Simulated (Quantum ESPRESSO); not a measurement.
## Dielectric function and optical constants of SrO

Aim: the dielectric function of SrO, and the optical constants that follow from it. The cell comes from an older database entry, whose edges can differ from later determinations, mostly by under a per cent.

Main program and level: Quantum ESPRESSO 7.5; DFT, PBE, plane waves with norm-conserving potentials (PseudoDojo), scalar-relativistic, independent-particle optical response without local fields and without the non-local commutator.

The database entry behind the starting cell differs from later determinations by our own check (about 0.5 % short), so it need not match the best structure at ambient conditions.

## Step 1: The structure

It takes space group Fm-3m (No. 225, cubic). The conventional cell has a = 5.133 Å, b = 5.133 Å, c = 5.133 Å, α = 90.00°, β = 90.00°, γ = 90.00°. Sr has 6 O at 2.57 Å nearest. O has 6 Sr at 2.57 Å nearest. Farther neighbours and most contacts between anions are not listed.

As a file:

```cif
data_structure
_symmetry_space_group_name_H-M 'P 1'
_symmetry_Int_Tables_number 1
_cell_length_a 3.6293
_cell_length_b 3.6293
_cell_length_c 3.6293
_cell_angle_alpha 60.000
_cell_angle_beta 60.000
_cell_angle_gamma 60.000
_cell_volume 33.80
loop_
_atom_site_label
_atom_site_type_symbol
_atom_site_fract_x
_atom_site_fract_y
_atom_site_fract_z
_atom_site_occupancy
Sr1 Sr 0.50000 0.50000 0.50000 1
O2 O 0.00000 0.00000 0.00000 1
```

## Step 2: Ground state

First the ground state: is it a metal or has it a gap?

This step: DFT, PBE, plane waves with norm-conserving potentials (PseudoDojo), scalar-relativistic, ground state (Quantum ESPRESSO 7.5).

Input file scf.in:

```
&control
  calculation = 'scf'
  prefix = 'x'
  outdir = './tmp'
  pseudo_dir = './'
  verbosity = 'high'
/
&system
  ibrav = 0
  nat = 2
  ntyp = 2
  ecutwfc = 90
  occupations = 'smearing'
  smearing = 'fd'
  degauss = 0.003675
  nbnd = 12
/
&electrons
  conv_thr = 1e-09
  electron_maxstep = 100
/
ATOMIC_SPECIES
  Sr 1.0 Sr.upf
  O 1.0 O.upf
CELL_PARAMETERS angstrom
  0.000000000000 2.566300000000 2.566300000000
  2.566300000000 0.000000000000 2.566300000000
  2.566300000000 2.566300000000 0.000000000000
ATOMIC_POSITIONS crystal
  Sr 0.500000000000 0.500000000000 0.500000000000
  O 0.000000000000 0.000000000000 0.000000000000
K_POINTS automatic
  8 8 8 0 0 0
```

Launch:

```
> mpirun -n 4 pw.x -nk 4 -in scf.in
```

Output:

```text
for quantum simulation of materials; please cite

     using ibrav=0 with symmetry is DISCOURAGED, use correct ibrav instead

     G-vector sticks info
     --------------------
     sticks:   dense  smooth     PW     G-vecs:    dense   smooth      PW
     Sum        1159    1159    349                26301    26301    4279

     Using Slab Decomposition

     bravais-lattice index     =            0
     lattice parameter (alat)  =       6.8584  a.u.
     unit-cell volume          =     228.1124 (a.u.)^3
     number of atoms/cell      =            2
     number of atomic types    =            2
     number of electrons       =        16.00
     number of Kohn-Sham states=           12
     kinetic-energy cutoff     =      90.0000  Ry
     charge density cutoff     =     360.0000  Ry
     scf convergence threshold =      1.0E-09
     mixing beta               =       0.7000
     number of iterations used =            8  plain     mixing
     Exchange-correlation= PBE
                           (   1   4   3   4   0   0   0)

     celldm(1)=   6.858376  celldm(2)=   0.000000  celldm(3)=   0.000000
     celldm(4)=   0.000000  celldm(5)=   0.000000  celldm(6)=   0.000000

     crystal axes: (cart. coord. in units of alat)
               a(1) = (   0.000000   0.707107   0.707107 )
               a(2) = (   0.707107   0.000000   0.707107 )
               a(3) = (   0.707107   0.707107   0.000000 )

     reciprocal axes: (cart. coord. in units 2 pi/alat)
               b(1) = ( -0.707107  0.707107  0.707107 )
               b(2) = (  0.707107 -0.707107  0.707107 )
               b(3) = (  0.707107  0.707107 -0.707107 )

     ./Sr.upf
     Pseudo is Norm-conserving + core correction, Zval = 10.0
     Generated using ONCVPSP code by D. R. Hamann
     Using radial grid of 1834 points,  6 beta functions with:
                l(1) =   0
                l(2) =   0
                l(3) =   1
                l(4) =   1
                l(5) =   2
                l(6) =   2

     ./O.upf
     Pseudo is Norm-conserving + core correction, Zval =  6.0
     Generated using ONCVPSP code by D. R. Hamann
     Using radial grid of  936 points,  5 beta functions with:
                l(1) =   0
                l(2) =   0
                l(3) =   1
                l(4) =   1
                l(5) =   2

     atomic species   valence    mass     pseudopotential
     Sr               10.00     1.00000     Sr( 1.00)
     O                 6.00     1.00000     O ( 1.00)

     48 Sym. Ops., with inversion, found

                                    s                        frac. trans.

     [... symmetry matrices left out ...]
   Cartesian axes

     site n.     atom                  positions (alat units)
         1        Sr     tau(   1) = (   0.7071068   0.7071068   0.7071068  )
         2        O      tau(   2) = (   0.0000000   0.0000000   0.0000000  )

   Crystallographic axes

     site n.     atom                  positions (cryst. coord.)
         1        Sr     tau(   1) = (  0.5000000  0.5000000  0.5000000  )
         2        O      tau(   2) = (  0.0000000  0.0000000  0.0000000  )

     number of k points=    29  Fermi-Dirac smearing, width (Ry)=  0.0037
                       cart. coord. in units 2pi/alat
        k(    1) = (   0.0000000   0.0000000   0.0000000), wk =   0.0039062
        k(    2) = (   0.0883883   0.0883883  -0.0883883), wk =   0.0312500
        k(    3) = (   0.1767767   0.1767767  -0.1767767), wk =   0.0312500
        k(    4) = (   0.2651650   0.2651650  -0.2651650), wk =   0.0312500
        k(    5) = (  -0.3535534  -0.3535534   0.3535534), wk =   0.0156250
        k(    6) = (   0.1767767   0.0000000   0.0000000), wk =   0.0234375
        k(    7) = (   0.2651650   0.0883883  -0.0883883), wk =   0.0937500
        k(    8) = (   0.3535534   0.1767767  -0.1767767), wk =   0.0937500
        k(    9) = (  -0.2651650  -0.4419417   0.4419417), wk =   0.0937500
        k(   10) = (  -0.1767767  -0.3535534   0.3535534), wk =   0.0937500
        k(   11) = (  -0.0883883  -0.2651650   0.2651650), wk =   0.0937500
        k(   12) = (   0.0000000  -0.1767767   0.1767767), wk =   0.0468750
        k(   13) = (   0.3535534   0.0000000   0.0000000), wk =   0.0234375
        k(   14) = (   0.4419417   0.0883883  -0.0883883), wk =   0.0937500
        k(   15) = (  -0.1767767  -0.5303301   0.5303301), wk =   0.0937500
        k(   16) = (  -0.0883883  -0.4419417   0.4419417), wk =   0.0937500
[...]
cryst. coord.
[...]
k(   22) = (   0.1250000   0.2500000   0.3750000), wk =   0.0937500
        k(   23) = (   0.1250000   0.2500000  -0.5000000), wk =   0.1875000
        k(   24) = (   0.1250000   0.2500000  -0.3750000), wk =   0.0937500
        k(   25) = (   0.1250000   0.3750000  -0.5000000), wk =   0.0937500
        k(   26) = (   0.1250000   0.3750000  -0.3750000), wk =   0.1875000
        k(   27) = (   0.1250000   0.3750000  -0.2500000), wk =   0.0937500
        k(   28) = (   0.1250000  -0.5000000  -0.3750000), wk =   0.0468750
        k(   29) = (   0.2500000  -0.5000000  -0.2500000), wk =   0.0234375

     Dense  grid:    26301 G-vectors     FFT dimensions: (  45,  45,  45)

     Initial potential from superposition of free atoms

     starting charge      15.9917, renormalised to      16.0000
     Starting wfcs are    9 randomized atomic wfcs +    3 random wfcs

     Self-consistent Calculation

     iteration #  1     ecut=    90.00 Ry     beta= 0.70
     Davidson diagonalization with overlap

            52 MiB given to the printing process from OS
            25 MiB allocation reported by mallinfo(arena+hblkhd)
------------------
     ethr =  1.00E-02,  avg # of iterations =  6.8

     total energy              =    -101.47363343 Ry
     estimated scf accuracy    <       0.61037945 Ry

     iteration #  2     ecut=    90.00 Ry     beta= 0.70
     Davidson diagonalization with overlap

            65 MiB given to the printing process from OS
            32 MiB allocation reported by mallinfo(arena+hblkhd)
------------------
     ethr =  3.81E-03,  avg # of iterations =  2.9

     total energy              =    -101.41169002 Ry
     estimated scf accuracy    <       1.89461902 Ry

     iteration #  3     ecut=    90.00 Ry     beta= 0.70
     Davidson diagonalization with overlap

            66 MiB given to the printing process from OS
            33 MiB allocation reported by mallinfo(arena+hblkhd)
------------------
     ethr =  3.81E-03,  avg # of iterations =  2.5

     total energy              =    -101.77953368 Ry
     estimated scf accuracy    <       0.01671532 Ry

     iteration #  4     ecut=    90.00 Ry     beta= 0.70
     Davidson diagonalization with overlap

            66 MiB given to the printing process from OS
            34 MiB allocation reported by mallinfo(arena+hblkhd)
------------------
     ethr =  1.04E-04,  avg # of iterations =  3.8

     total energy              =    -101.78259925 Ry
     estimated scf accuracy    <       0.00061219 Ry

     iteration #  5     ecut=    90.00 Ry     beta= 0.70
     Davidson diagonalization with overlap

            67 MiB given to the printing process from OS
            34 MiB allocation reported by mallinfo(arena+hblkhd)
------------------
     ethr =  3.83E-06,  avg # of iterations =  5.1

     total energy              =    -101.78264266 Ry
     estimated scf accuracy    <       0.00004570 Ry

     iteration #  6     ecut=    90.00 Ry     beta= 0.70
     Davidson diagonalization with overlap

            68 MiB given to the printing process from OS
            35 MiB allocation reported by mallinfo(arena+hblkhd)
------------------
     ethr =  2.86E-07,  avg # of iterations =  2.2

     total energy              =    -101.78264808 Ry
     estimated scf accuracy    <       0.00000274 Ry

     iteration #  7     ecut=    90.00 Ry     beta= 0.70
     Davidson diagonalization with overlap

            69 MiB given to the printing process from OS
            36 MiB allocation reported by mallinfo(arena+hblkhd)
------------------
     ethr =  1.71E-08,  avg # of iterations =  2.2

     total energy              =    -101.78264889 Ry
     estimated scf accuracy    <       0.00000031 Ry

     iteration #  8     ecut=    90.00 Ry     beta= 0.70
     Davidson diagonalization with overlap

            70 MiB given to the printing process from OS
            37 MiB allocation reported by mallinfo(arena+hblkhd)
------------------
     ethr =  1.96E-09,  avg # of iterations =  2.0

     total energy              =    -101.78264890 Ry
     estimated scf accuracy    <       0.00000005 Ry

     iteration #  9     ecut=    90.00 Ry     beta= 0.70
     Davidson diagonalization with overlap

            70 MiB given to the printing process from OS
            38 MiB allocation reported by mallinfo(arena+hblkhd)
------------------
     ethr =  3.18E-10,  avg # of iterations =  2.2

     End of self-consistent calculation

          k = 0.0000 0.0000 0.0000 (  3287 PWs)   bands (ev):

   -24.2056  -6.9324  -5.8334  -5.8334  -5.8334   8.0943   8.0943   8.0943
    12.1529  14.3763  14.3763  14.3764

     occupation numbers
     1.0000   1.0000   1.0000   1.0000   1.0000   1.0000   1.0000   1.0000
     0.0000   0.0000   0.0000   0.0000

          k = 0.0884 0.0884-0.0884 (  3305 PWs)   bands (ev):

   -24.1853  -7.2998  -5.8458  -5.8458  -5.5165   7.6487   7.9012   7.9012
    12.8478  14.2153  14.6803  14.6803

     occupation numbers
     1.0000   1.0000   1.0000   1.0000   1.0000   1.0000   1.0000   1.0000
     0.0000   0.0000   0.0000   0.0000

          k = 0.1768 0.1768-0.1768 (  3305 PWs)   bands (ev):

   -24.1356  -7.8765  -5.8753  -5.8753  -5.0623   6.8328   7.4837   7.4837
    14.1314  14.3905  15.5080  15.5080

     occupation numbers
     1.0000   1.0000   1.0000   1.0000   1.0000   1.0000   1.0000   1.0000
     0.0000   0.0000   0.0000   0.0000

          k = 0.2652 0.2652-0.2652 (  3284 PWs)   bands (ev):

   -24.0852  -8.3081  -5.9043  -5.9043  -4.7537   6.1869   7.1174   7.1174
    14.4641  15.8904  16.5262  16.5262

     occupation numbers
     1.0000   1.0000   1.0000   1.0000   1.0000   1.0000   1.0000   1.0000
     0.0000   0.0000   0.0000   0.0000

     [... further k points left out ...]

     the Fermi energy is    10.2487 ev

!    total energy              =    -101.78264891 Ry
     estimated scf accuracy    <          1.1E-10 Ry
     smearing contrib. (-TS)   =      -0.00000000 Ry
     internal energy E=F+TS    =    -101.78264891 Ry

     The total energy is F=E-TS. E is the sum of the following terms:
     one-electron contribution =     -15.32006211 Ry
     hartree contribution      =      16.60578664 Ry
     xc contribution           =     -25.29819217 Ry
     ewald contribution        =     -77.77018127 Ry

     convergence has been achieved in   9 iterations

     XML data file, charge density, pseudopotentials, collected wavefunctions

                                        0.00s GPU  (     313 calls)

=------------------------------------------------------------------------------=
   JOB DONE.
=------------------------------------------------------------------------------=
```

Elapsed: 8.1 s, on 4 MPI ranks of Arm Neoverse V1, shared host; peak memory 0.07 GiB; 31 s of CPU time.

Read-outs, printed or worked out from the files:

| Quantity | Value |
| --- | --- |
| total energy | -101.8 Ry |
| gap on the k-mesh | 3.320 eV |
| direct gap on the mesh | 3.394 eV |

There is a gap, 3.32 eV on this mesh (points off the mesh can give less), so no carriers' term is needed.

(Part 1 of 3 ends here.)

[Machine, clock, banner and «Message from routine» lines are left out of the logs.]

[Logs are printed without paths, hosts, clocks, repeated set-up lines and the standing remarks that a program may print on its own settings, such as how far it seeks lower states.]

[Hosts, paths, dates, database ids (printed as entryN), source tags and the programs' standing remarks are cut or masked in the printed files.]
